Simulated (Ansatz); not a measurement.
# Dielectric function and optical constants of AlRu, part 2 of 2

What colour and refractive index does AlRu have at this level of theory?

Ansatz 0.2.0; DFT, PBE, plane-wave PAW, default files, scalar-relativistic, independent-particle optical response without local fields.

So far. Step 2 (Ground state and bands): There are states at the Fermi level within the smearing, so the occupations stay smeared and the carriers get a Drude term. The cell is left with a pressure of 2.9 GPa, as it stands unrelaxed at this level.

## 3. Spectrum

The spectrum is a sum over vertical transitions between filled and empty bands at the fixed density, so many empty bands are needed.

This step: DFT, PBE, plane-wave PAW, default files, scalar-relativistic, independent-particle optical response without local fields (Ansatz 0.2.0).

Contents of input.yaml:

```yaml
crystal:
  lattice:
    - [2.9916, 0.0, 0.0]
    - [0.0, 2.9916, 0.0]
    - [0.0, 0.0, 2.9916]
  atoms:
    - { symbol: Ru, position: [0.5, 0.5, 0.5] }
    - { symbol: Al, position: [0.0, 0.0, 0.0] }
kpoints:
  mp_grid: { grid: [10, 10, 10] }
scf:
  occupations: { method: fermi_dirac, width: 0.05 }
hamiltonian:
  xc: pbe
  pseudopotentials: { kind: paw }
output:
  optics:
    e_range: [0, 20]
    de: 0.05
    sigma: 0.15
    drude_damping: 0.1
    nscf_kmesh: { grid: [12, 12, 12] }
    bands: { spectra_wanted_up_to: 20 }
```

The run is started by

```bash
> ansatz run input.yaml --threads 4 --pin off --max-ram 8192MiB --backend cpu --events-out ev --progress --plain --runs-dir out
```

What it wrote:

```text
[...]
Crystal: 2 atoms, lattice volume = 26.774 Å³
Basis set: ecut = 420 eV, 485 PW (Γ)
Bands: 14, of which v1, the nominal top of the filled ones, is band 10 counted from 1 (9 counted from 0)
Symmetry: 48 space group operations
[...]
k-points: 56 of 1000
[...]
SCF iter   1: F=—  HF=-6417.476346 eV  |F-HF|=—  |Δ(HF+E_count)|=         —  Δρ=3.82e-3  dr2=4.96e-3  ethr=1.77e-3  ⟨swp⟩=5.1  Hψ=4204  notcnv=0
[...]
SCF iter   7: F=-6417.475181 eV  HF=-6417.475181 eV  |F-HF|=0.00e0  |Δ(HF+E_count)|=  6.28e-11  Δρ=2.59e-7  dr2=4.39e-12  ethr=1.00e-12  ⟨swp⟩=2.3  Hψ=2590  notcnv=0
SCF 1 converged in 7 iterations: F = -6417.475181 eV  dr2 = 4.39e-12
[...]
NSCF: frozen V_eff on 84 k-points
output.optics: what the bands over the 28 summed would add to eps1, eps2 and the energy-loss function is held between a lower and an upper bound (6 Lanczos steps). eps1, eps2 and their loss function (loss_summed_bands) are given on every row as the summed bands alone make them. Along an axis, on a row where the two bounds hold the loss function to about 1 % of the greater of itself and 0.5 % of |1/eps|, its cell (loss_completed) is given, with the completed eps1 and eps2 that it is formed of (a cell that is left empty reads nan in the table and null in the record). The two bounds hold it so along every axis on all 400 rows up to 20.000 eV. [rest of the remark cut]
SCF converged after 7 iterations
Free energy (F): -6417.475181 eV
[...]
Internal energy: -6417.460983 eV  (E = F + TS)
E sigma→0 (E₀):  -6417.468082 eV
Entropy (-TS):   -0.014198 eV (-7.099 meV/atom)
Fermi energy:    16.131500 eV
[...]
--- Band table (eV; the first three rows and the last of 56) ---
  k-point 0: bands = [... 6 lower, 12.5422, 16.2878, 16.2878, 16.2878, 22.2011, 22.2011, 22.2011, 27.0469]
  k-point 1: bands = [... 6 lower, 12.6091, 16.0562, 16.0562, 16.3112, 21.3340, 22.5778, 22.5778, 26.6282]
  k-point 2: bands = [... 6 lower, 12.7924, 15.5375, 15.5375, 16.3731, 19.8441, 23.5330, 23.5330, 25.6520]
  k-point 55: bands = [... 6 lower, 11.4851, 17.7343, 17.7343, 18.7056, 20.2444, 20.2444, 20.2444, 24.6492]
```

Run time: 7.7 s. Hardware: 4 threads of Intel Xeon 6975P-C (Granite Rapids), shared host; peak memory 1.1 GiB; 28 s of CPU time.

Read-outs:

```
main peak of the optical conductivity above 1 eV, first axis : 9.021 eV
Drude plasma energy, first axis                              : 7.749 eV
bands summed                                                 : 28
spectra valid up to                                          : 29.46 eV
program's estimate of the k-sum error in Im epsilon          : 0.05 %
electrons in the f-sum                                       : 13.86
```

Im ε, any direction against photon energy; read off at these points:

| photon energy (eV) | Im ε, any direction |
| --- | --- |
| 0.5 | 62.9 |
| 1.0 | 7.95 |
| 1.5 | 2.85 |
| 2.0 | 4.10 |
| 2.5 | 9.39 |
| 3.0 | 11.8 |
| 3.5 | 11.1 |
| 4.0 | 11.7 |
| 4.5 | 7.15 |
| 5.0 | 4.21 |
| 5.5 | 3.11 |
| 6.0 | 4.21 |
| 6.5 | 9.86 |
| 7.0 | 7.02 |
| 7.5 | 6.48 |
| 8.0 | 9.21 |
| 8.5 | 10.7 |
| 9.0 | 11.1 |
| 9.5 | 7.68 |
| 10.0 | 6.36 |
| 10.5 | 6.13 |
| 11.0 | 3.78 |
| 11.5 | 3.07 |
| 12.0 | 2.71 |
| 12.5 | 2.09 |
| 13.0 | 1.69 |
| 13.5 | 1.91 |
| 14.0 | 1.93 |
| 14.5 | 1.58 |
| 15.0 | 1.34 |
| 15.5 | 1.18 |
| 16.0 | 1.13 |
| 16.5 | 1.04 |
| 17.0 | 0.866 |
| 17.5 | 0.729 |
| 18.0 | 0.853 |
| 18.5 | 0.885 |
| 19.0 | 0.829 |
| 19.5 | 0.799 |
| 20.0 | 0.994 |

Table of Re ε, any direction by photon energy:

| photon energy (eV) | Re ε, any direction |
| --- | --- |
| 0.5 | -238 |
| 1.0 | -52.8 |
| 1.5 | -15.6 |
| 2.0 | -0.756 |
| 2.5 | 5.24 |
| 3.0 | 2.63 |
| 3.5 | 2.39 |
| 4.0 | -1.03 |
| 4.5 | -2.23 |
| 5.0 | -0.376 |
| 5.5 | 2.58 |
| 6.0 | 4.99 |
| 6.5 | 6.31 |
| 7.0 | 1.35 |
| 7.5 | 3.35 |
| 8.0 | 3.27 |
| 8.5 | 1.77 |
| 9.0 | -1.29 |
| 9.5 | -3.95 |
| 10.0 | -2.84 |
| 10.5 | -4.02 |
| 11.0 | -3.81 |
| 11.5 | -3.12 |
| 12.0 | -2.83 |
| 12.5 | -2.58 |
| 13.0 | -1.83 |
| 13.5 | -1.33 |
| 14.0 | -1.56 |
| 14.5 | -1.45 |
| 15.0 | -1.27 |
| 15.5 | -1.07 |
| 16.0 | -0.926 |
| 16.5 | -0.773 |
| 17.0 | -0.751 |
| 17.5 | -0.436 |
| 18.0 | -0.294 |
| 18.5 | -0.246 |
| 19.0 | -0.236 |
| 19.5 | -0.113 |
| 20.0 | -0.0970 |

Values under 1 per cm are given as 1. Table of absorption coefficient, any direction by photon energy:

```
photon energy (eV)  absorption coefficient, any direction (1/cm)
             0.500                                         7.9e5
             1.000                                         7.4e5
             1.500                                         6.0e5
             2.000                                         3.2e5
             2.500                                         4.2e5
             3.000                                         6.6e5
             3.500                                         7.5e5
             4.000                                         1.0e6
             4.500                                         1.0e6
             5.000                                         7.7e5
             5.500                                         4.8e5
             6.000                                         5.3e5
             6.500                                         1.1e6
             7.000                                         1.2e6
             7.500                                         1.1e6
             8.000                                         1.5e6
             8.500                                         1.8e6
             9.000                                         2.3e6
             9.500                                         2.4e6
            10.000                                         2.2e6
            10.500                                         2.5e6
            11.000                                         2.4e6
            11.500                                         2.3e6
            12.000                                         2.2e6
            12.500                                         2.2e6
            13.000                                         1.9e6
            13.500                                         1.8e6
            14.000                                         2.0e6
            14.500                                         2.0e6
            15.000                                         1.9e6
            15.500                                         1.8e6
            16.000                                         1.8e6
            16.500                                         1.7e6
            17.000                                         1.7e6
            17.500                                         1.4e6
            18.000                                         1.4e6
            18.500                                         1.4e6
            19.000                                         1.4e6
            19.500                                         1.3e6
            20.000                                         1.5e6
```

The loss function −Im 1/ε at q → 0, any direction has structure finer than the step of the table below, so its rows give means over 1 eV. Peaks (eV: height): 2.0: 0.236, 5.2: 0.276, 19.5: 1.23.

Loss function −Im 1/ε at q → 0, any direction against energy loss; means over each step:

| energy loss (eV) | loss function −Im 1/ε at q → 0, any direction |
| --- | --- |
| 1 | 0.00366 |
| 2 | 0.113 |
| 3 | 0.0807 |
| 4 | 0.0921 |
| 5 | 0.213 |
| 6 | 0.104 |
| 7 | 0.118 |
| 8 | 0.0986 |
| 9 | 0.0916 |
| 10 | 0.121 |
| 11 | 0.130 |
| 12 | 0.179 |
| 13 | 0.274 |
| 14 | 0.328 |
| 15 | 0.393 |
| 16 | 0.538 |
| 17 | 0.714 |
| 18 | 1.06 |
| 19 | 1.12 |

Table of refractive index n and extinction k by photon energy:

```
photon energy (eV)      n      k
               0.5   2.02   15.6
               1.0  0.545   7.29
               1.5  0.359   3.96
               2.0   1.31   1.57
               2.5   2.83   1.66
               3.0   2.72   2.18
               3.5   2.62   2.12
               4.0   2.32   2.53
               4.5   1.62   2.20
               5.0   1.39   1.52
               5.5   1.82  0.855
               6.0   2.40  0.877
               6.5   3.00   1.64
               7.0   2.06   1.70
               7.5   2.31   1.40
               8.0   2.55   1.80
               8.5   2.51   2.13
               9.0   2.23   2.50
               9.5   1.53   2.51
              10.0   1.44   2.21
              10.5   1.29   2.38
              11.0  0.883   2.14
              11.5  0.792   1.94
              12.0  0.737   1.84
              12.5  0.609   1.72
              13.0  0.576   1.47
              13.5  0.706   1.35
              14.0  0.678   1.42
              14.5  0.588   1.34
              15.0  0.536   1.25
              15.5  0.510   1.15
              16.0  0.516   1.09
              16.5  0.511   1.02
              17.0  0.445  0.974
              17.5  0.454  0.802
              18.0  0.551  0.773
              18.5  0.580  0.763
              19.0  0.559  0.741
              19.5  0.589  0.678
              20.0  0.672  0.740
```

Optical constants at common wavelengths, from n + ik = √ε:

```csv
wavelength (nm),n,k,R (%),1/α
1064,0.44,5.990,95.4,14 nm
532,2.54,1.421,30.2,30 nm
450,2.93,2.042,40.2,18 nm
365,2.61,2.117,40.4,14 nm
308,2.27,2.533,46.9,9.7 nm
248,1.39,1.518,30.7,13 nm
193,3.03,1.407,33.5,11 nm
```

In reflection the computed colour is violet: x = 0.298, y = 0.290, luminous reflectivity 30 %.

## 4. Results

| Item | Value |
| --- | --- |
| gap on the path | 0 eV |
| main peak of the optical conductivity above 1 eV, first axis | 9.02 eV |
| Drude plasma energy, first axis | 7.75 eV |

**Reading.** At this level (PBE, independent particles) AlRu is a metal with a Drude plasma energy of 7.7 eV; it reflects 28 % at 550 nm. Along x the bare Drude plasma energy is 7.7 eV; Re ε first rises through zero at 2.04 eV, far lower, because interband transitions screen the carriers. Im ε is 4.3 there, so the loss peak at that energy is weak. In reflection the computed colour is violet: x = 0.298, y = 0.290, luminous reflectivity 30 %. In the base run ε includes the program's bounded estimate of what the bands above those summed add. The carriers' damping of 0.1 eV is typed, not computed; at 0.8 eV the carriers give 77 % of Im ε, the rest is interband. The Fermi-Dirac width of 0.05 eV acts as an electron temperature of 580 K in the carriers' term.

[Long decimals in the printed logs are rounded to 6 places.]

[Logs are printed without paths, hosts, clocks, repeated set-up lines and the standing remarks that a program may print on its own settings, such as how far it seeks lower states.]

[Hosts, paths, dates, database ids (printed as entryN), source tags and the programs' standing remarks are cut or masked in the printed files.]

[Where the starting crystal was built by hand or by swapping elements, it need not be the compound's stable phase.]

[The count of steps not shown may lack steps that the program refused or didn't finish.]
